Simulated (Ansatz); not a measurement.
# PtC (model cell, started as wurtzite): following an unstable mode

Aim: this structure of PtC (model cell, started as wurtzite) is to be tested for unstable modes, and one is followed downhill.

Program: Ansatz 0.2.0. Level of theory: DFT LDA, scalar-relativistic, plane waves, PAW. Results are calculated unless marked as measured.

This is a report of a sequence of runs, with most program output left out.

The structure was built from a prototype and need not be the compound's stable phase.

**1. Starting point**

It takes space group P6_3mc (No. 186, hexagonal). The conventional cell has a = 3.159 Å, b = 3.159 Å, c = 5.778 Å, α = 90.00°, β = 90.00°, γ = 120.00°. Nearest to Pt lie 4 C at 1.99 to 2.08 Å. C has 4 Pt at 1.99 to 2.08 Å nearest. Farther neighbours are not listed.

**2. Phonons on a q mesh**

Stability and thermal properties need the whole zone. Linear response on a 3×3×2 q mesh gives force constants as far as a supercell of that size would.

Input file input.yaml:

```yaml
crystal:
  lattice:
    - [3.1586945837, 0.0, 0.0]
    - [-1.5793472918, 2.7355097523, 0.0]
    - [0.0, 0.0, 5.7777226655]
  atoms:
    - { symbol: Pt, position: [0.3333333333, 0.6666666667, 0.0073871745] }
    - { symbol: Pt, position: [0.6666666667, 0.3333333333, 0.5073871745] }
    - { symbol: C, position: [0.3333333333, 0.6666666667, 0.3676128255] }
    - { symbol: C, position: [0.6666666667, 0.3333333333, 0.8676128255] }
kpoints:
  mp_grid: { grid: [15, 15, 8] }
hamiltonian:
  xc: lda
scf:
  occupations: { method: methfessel_paxton, width: 0.15 }
output:
  eigenvalues: true
phonons:
  method: dfpt
  qmesh: [3, 3, 2]
  temperatures: { t_max: 1000, t_step: 50 }
  qpath:
    path:
      - [[0.0, 0.0, 0.0], [0.5, 0.0, 0.0], [0.33333333, 0.33333333, 0.0], [0.0, 0.0, 0.0], [0.0, 0.0, 0.5], [0.5, 0.0, 0.5], [0.33333333, 0.33333333, 0.5], [0.0, 0.0, 0.5]]
      - [[0.5, 0.0, 0.5], [0.5, 0.0, 0.0]]
      - [[0.33333333, 0.33333333, 0.5], [0.33333333, 0.33333333, 0.0]]
    npoints: 10
```

On the command line:

```sh
> ansatz run input.yaml --threads 4 --pin off --max-ram 7168MiB --backend cpu --events-out ev --progress --plain --runs-dir out
```

Run time: 11 min. Hardware: 4 threads of Intel Xeon Platinum 8488C (Sapphire Rapids), shared host; peak memory 3.1 GiB.

This step gave:

- volume per atom: 12.48 Å³
- gap on the k-mesh: 0 eV
- sum-rule residual before enforcement: 3.15e-5 eV/Å²
- lowest frequency on the path: -94.50 cm⁻¹
- point group: 6mm
- highest frequency on the path or at a solved wavevector: 645.1 cm⁻¹
- highest optical mode at the zone centre (no LO-TO term): 573.2 cm⁻¹
- lowest optical zone-centre mode: 58.55 cm⁻¹
- lowest mode on the q mesh (acoustic modes at Γ apart): -94.39 cm⁻¹

Frequencies (cm⁻¹) solved at each irreducible wavevector; negative means imaginary. Frequencies by wavevector, by row:

```
q in reciprocal lattice units  star  mode 1  mode 2  mode 3  mode 4  mode 10  mode 11  mode 12
                        0 0 0     1       0       0       0    58.5    553.2    553.2    573.2
                     0 0 -0.5     1    38.7    38.7    38.7    38.7      567    603.1    603.1
                   0 0.3333 0     6   -94.4    23.7    64.9    68.9    543.2    595.4      629
                0 0.3333 -0.5     6    58.4    58.4    65.6    65.6    551.6    609.5    609.5
              0.3333 0.3333 0     2   -35.7   -35.7    86.4    86.5      582    613.6    613.6
           0.3333 0.3333 -0.5     2    82.8    82.8    95.2    95.2    591.6    596.9    596.9
```

Interpolated from a 3×3×2 q mesh. The phonon branches at the labelled points (cm⁻¹):

```
    point  branch 1  branch 2  branch 3  branch 4  branch 9  branch 10  branch 11  branch 12
        Γ         0         0         0        58       552        553        553        573
  halfway       -91        30        58        64       543        545        580        609
        M       -85       -30        71        71       540        540        613        645
  halfway       -69       -21        79        79       554        560        610        635
        K       -36       -36        86        86       568        582        614        614
  halfway       -92        30        67        68       549        549        588        613
        Γ         0         0         0        58       552        553        553        573
  halfway        20        20        53        53       559        560        560        598
        A        39        39        39        39       567        567        603        603
  halfway        53        53        60        60       555        555        596        596
        L        61        61        70        70       550        550        625        625
  halfway        73        73        84        84       566        566        616        616
        H        83        83        95        95       592        592        597        597
  halfway        55        55        69        69       565        565        595        595
        A        39        39        39        39       567        567        603        603
jump to L        61        61        70        70       550        550        625        625
  halfway       -53        49        70        70       545        545        615        639
        M       -85       -30        71        71       540        540        613        645
jump to H        83        83        95        95       592        592        597        597
  halfway        50        50        91        91       579        588        606        606
        K       -36       -36        86        86       568        582        614        614
```

Symmetry leaves 6 wavevectors to solve. The lowest mode among them, the acoustic zeros apart, lies at q = (0, 0.333, 0) and is imaginary, 94.4i cm⁻¹, so the energy falls along it.

**3. The mode frozen in, largest atomic shift 0 Å**

The mode followed lies at q = (0.333, 0.333, 0) with frequency 35.7i cm⁻¹ and is 2-fold degenerate, one of the unstable modes though not the softest. At small amplitude the distorted cell has space group no. 36 by a symmetry search on the positions. The undistorted cell that holds it gives the zero of energy on the same k mesh.

System of this step: PtC (model cell, started as wurtzite). The structure is hexagonal, space group P6_3mc (No. 186). Conventional cell: a = 3.159 Å, b = 3.159 Å, c = 5.778 Å, α = 90.00°, β = 90.00°, γ = 120.00°. Nearest to Pt lie 4 C at 1.99 to 2.08 Å. Nearest to C lie 4 Pt at 1.99 to 2.08 Å. Farther neighbours are not listed.

Input file input.yaml:

```yaml
crystal:
  lattice:
    - [4.7380418755, 2.7355097523, 0.0]
    - [0.0, 5.4710195045, 0.0]
    - [0.0, 0.0, 5.7777226655]
  atoms:
    - { symbol: Pt, position: [0.0, 0.3333333333, 0.0073871745] }
    - { symbol: Pt, position: [0.3333333333, 0.6666666667, 0.0073871745] }
    - { symbol: Pt, position: [0.6666666667, 1.0, 0.0073871745] }
    - { symbol: Pt, position: [0.3333333333, 1.0, 0.5073871745] }
    - { symbol: Pt, position: [0.6666666667, 0.3333333333, 0.5073871745] }
    - { symbol: Pt, position: [1.0, 0.6666666667, 0.5073871745] }
    - { symbol: C, position: [0.0, 0.3333333333, 0.3676128255] }
    - { symbol: C, position: [0.3333333333, 0.6666666667, 0.3676128255] }
    - { symbol: C, position: [0.6666666667, 1.0, 0.3676128255] }
    - { symbol: C, position: [0.3333333333, 1.0, 0.8676128255] }
    - { symbol: C, position: [0.6666666667, 0.3333333333, 0.8676128255] }
    - { symbol: C, position: [1.0, 0.6666666667, 0.8676128255] }
kpoints:
  mp_grid: { grid: [9, 9, 6] }
hamiltonian:
  xc: lda
scf:
  occupations: { method: methfessel_paxton, width: 0.15 }
output:
  forces: true
  stress: true
  eigenvalues: true
```

Run time: 6.6 s. Hardware: 4 threads; peak memory 0.78 GiB.

Numbers from this step:

```yaml
pressure: -0.1916 GPa
energy_from_the_undistorted_cell: 0 meV/atom
```

The run ends at a pressure of -0.19 GPa, with forces up to 0.041 eV/Å.

**4. The mode frozen in, largest atomic shift 0.14 Å**

The atoms are moved along the unstable eigenvector, the largest shift by 0.14 Å, with the cell fixed.

Input file input.yaml:

```yaml
crystal:
  lattice:
    - [4.7380418755, 2.7355097523, 0.0]
    - [0.0, 5.4710195045, 0.0]
    - [0.0, 0.0, 5.7777226655]
  atoms:
    - { symbol: Pt, position: [6.91e-07, 0.3429149399, 0.0154528787] }
    - { symbol: Pt, position: [0.3237514113, 0.6666666066, 0.0154532031] }
    - { symbol: Pt, position: [0.6762485928, 0.9904184535, -0.0087451434] }
    - { symbol: Pt, position: [0.3429155066, 0.9999998088, 0.5154534146] }
    - { symbol: Pt, position: [0.6666664196, 0.3237513792, 0.5154533335] }
    - { symbol: Pt, position: [0.9904184214, 0.676248812, 0.4912550681] }
    - { symbol: C, position: [-6.388e-07, 0.3246744345, 0.3790129726] }
    - { symbol: C, position: [0.3419925173, 0.6666667353, 0.3790134311] }
    - { symbol: C, position: [0.6580074933, 1.0086588302, 0.3448112456] }
    - { symbol: C, position: [0.3246739223, 1.0000001584, 0.87901373] }
    - { symbol: C, position: [0.6666669043, 0.3419925463, 0.8790136154] }
    - { symbol: C, position: [1.0086588592, 0.6580072953, 0.8448115445] }
kpoints:
  mp_grid: { grid: [9, 9, 6] }
hamiltonian:
  xc: lda
scf:
  occupations: { method: methfessel_paxton, width: 0.15 }
output:
  forces: true
  stress: true
  eigenvalues: true
```

Elapsed: 14 s, on 4 threads; peak memory 1.1 GiB; 56 s of CPU time.

Numbers from this step:

| Item | Value |
| --- | --- |
| pressure | -1.142 GPa |
| energy from the undistorted cell | -0.598 meV/atom |

The energy, extrapolated to zero smearing, is -0.60 meV/atom against the undistorted cell.

The run ends at a pressure of -1.14 GPa, with forces up to 0.16 eV/Å.

**5. Energy along the mode, all amplitudes (two of the runs are shown above)**

An imaginary frequency means negative curvature, so the energy should fall and then rise again as anharmonic terms take over.

Numbers from this step:

```
depth at the lowest point sampled  : 0.598 meV/atom
largest atomic shift at that point : 0.14 Å
```

Table of energy from the parent by largest shift of an atom, one sign:

```
largest shift of an atom, one sign (Å)  energy from the parent (meV/atom)
                                 0.000                                  0
                                 0.040                             -0.046
                                 0.080                             -0.252
                                 0.140                             -0.598
                                 0.220                              0.734
                                 0.320                               10.9
```

Displacement at unit largest shift by atom:

```
atom   x (Å)   y (Å)   z (Å)   size
 Pt1   0.000   0.374   0.333  0.501
 Pt2  -0.324  -0.187   0.333  0.501
 Pt3   0.324  -0.187  -0.666  0.764
 Pt4   0.324   0.187   0.333  0.501
 Pt5   0.000  -0.374   0.333  0.501
 Pt6  -0.324   0.187  -0.666  0.764
  C7   0.000  -0.338   0.470  0.579
  C8   0.293   0.169   0.470  0.579
  C9  -0.293   0.169  -0.941  1.000
 C10  -0.293  -0.169   0.471  0.580
 C11   0.000   0.338   0.471  0.580
 C12   0.293  -0.169  -0.941  1.000
```

The lowest of the steps tried is at 0.14 Å, 0.598 meV/atom below the parent; the bottom of the well need not coincide with a step.

**6. Relaxing from the distorted cell**

Starting from the lowest point found, all atoms and the cell are let go, so that strain and other modes of the same symmetry can join in.

input.yaml, as its differences from that of step 4:

```diff
@@ -28 +28,6 @@
   eigenvalues: true
+relax:
+  adjacent_minimum: "off"
+  f_tol: 0.002
+  max_steps: 120
+  cell: { stress_tol: 0.03 }
```

Run time: 3.4 min. Hardware: 4 threads; peak memory 1.2 GiB.

Relaxation path:

```
step  energy less that of the first step (eV)  largest force component (eV/Å)  pressure (GPa)  volume (Å³)
   1                                   0.0000                          0.1524           -1.14       149.77
   2                                  -0.0127                          0.0911            0.13       149.00
   3                                  -0.0228                          0.1053            0.31       148.74
   4                                  -0.0547                          0.0932            0.02       147.77
   5                                   0.0062                          0.3085            0.06       145.95
   6                                  -0.0572                          0.0623            0.04       147.23
   7                                  -0.0605                          0.0077            0.00       147.34
   8                                  -0.0605                          0.0013            0.00       147.36
  9*                                  -0.0565                          0.0013           -0.03       147.36
  10                                  -0.0566                          0.0023            0.06       147.30
  11                                  -0.0565                          0.0002           -0.01       147.34
 12*                                  -0.0565                          0.0002           -0.01       147.34
```

Relaxation steps marked * repeat the geometry before them on a plane-wave basis chosen anew for their cell, so energy and pressure can jump there. Relaxation steps 5, 10 were tried and not accepted.

The run keeps the 4 symmetry operations that it works with, so distortions that break them were not tested.

```
conventional cell, symmetrised  before  after  change
                         a (Å)   9.476  9.514  +0.4 %
                         b (Å)   5.471  5.405  -1.2 %
                         c (Å)   5.778  5.731  -0.8 %
              volume (Å³/atom)   12.48  12.28  -1.6 %
```

The atoms that moved most (Å, as changes of fractional coordinates times the final cell):

```
atom      dx      dy      dz  length
 Pt6   0.060  -0.035  -0.095   0.118
 Pt3  -0.060   0.035  -0.095   0.118
 Pt1  -0.019   0.101   0.056   0.117
 Pt2  -0.097  -0.034   0.056   0.117
 Pt5   0.019  -0.101   0.056   0.117
 Pt4   0.097   0.034   0.056   0.117
 C12  -0.035   0.020  -0.104   0.112
  C9   0.035  -0.020  -0.104   0.112
```

Final coordinates:

```cif
data_structure
_symmetry_space_group_name_H-M 'P 1'
_symmetry_Int_Tables_number 1
_cell_length_a 5.4708
_cell_length_b 5.4708
_cell_length_c 5.7307
_cell_angle_alpha 90.000
_cell_angle_beta 90.000
_cell_angle_gamma 59.203
_cell_volume 147.34
loop_
_atom_site_label
_atom_site_type_symbol
_atom_site_fract_x
_atom_site_fract_y
_atom_site_fract_z
_atom_site_occupancy
Pt1 Pt 0.99591 0.36340 0.02521 1
Pt2 Pt 0.30327 0.67075 0.02521 1
Pt3 Pt 0.66335 0.00331 0.97473 1
Pt4 Pt 0.36340 0.99591 0.52521 1
Pt5 Pt 0.67075 0.30327 0.52521 1
Pt6 Pt 0.00331 0.66335 0.47473 1
C7 C 0.00469 0.30591 0.38660 1
C8 C 0.36075 0.66198 0.38660 1
C9 C 0.66554 0.00113 0.32665 1
C10 C 0.30591 0.00469 0.88660 1
C11 C 0.66198 0.36075 0.88660 1
C12 C 0.00113 0.66554 0.82665 1
```

This step gave:

```yaml
pressure: -0.005515 GPa
volume_per_atom: 12.28 Å³
```

The distorted start has space group Cmc2_1; the relaxation ends in Cmc2_1.

**7. Results**

```
unstable mode of the parent                                                      : q = (0.333, 0.333, 0), 36i cm⁻¹
depth at the lowest point sampled                                                : 0.598 meV/atom
largest atomic shift at that point                                               : 0.14 Å
space group reached (within 0.01 Å)                                              : Cmc2_1
energy gained over the parent (first relaxation, on the mesh of the frozen mode) : 5.40 meV/atom
volume per atom, phase reached                                                   : 12.3 Å³
```

Along this mode the structure falls into Cmc2_1, 5.40 meV/atom below the parent. At the parent's cell the well is 0.598 meV/atom deep on the steps tried, with its lowest point at a shift of 0.14 Å. Relaxing atoms and cell changes the gain by +4.81 meV/atom against the lowest step (energies at zero smearing). Most of the total comes from this relaxation. The modes of the phase reached were not computed on this path. How so shallow a well moves with the k mesh was not tested. Of the 4 patterns followed to their end from this parent, this one ends 13.4 meV/atom above the lowest, Cmc2_1. Each path keeps the symmetry of its pattern, so a lower phase may lie along a pattern not tried. With no gap, or one that is small against the smearing, the frequencies hang on the k mesh and the smearing, most of all near Kohn anomalies. Spin-orbit coupling is left out, which can matter for the heavy elements here. A phonon run warned that its eigensolver left some bands unconverged in a pass. The starting cell was built on a prototype and not taken from a measurement, so the phase need not exist.

[Logs are printed without paths, hosts, clocks, repeated set-up lines and the standing remarks that a program may print on its own settings, such as how far it seeks lower states.]

[Hosts, paths, dates, database ids (printed as entryN), source tags and the programs' standing remarks are cut or masked in the printed files.]
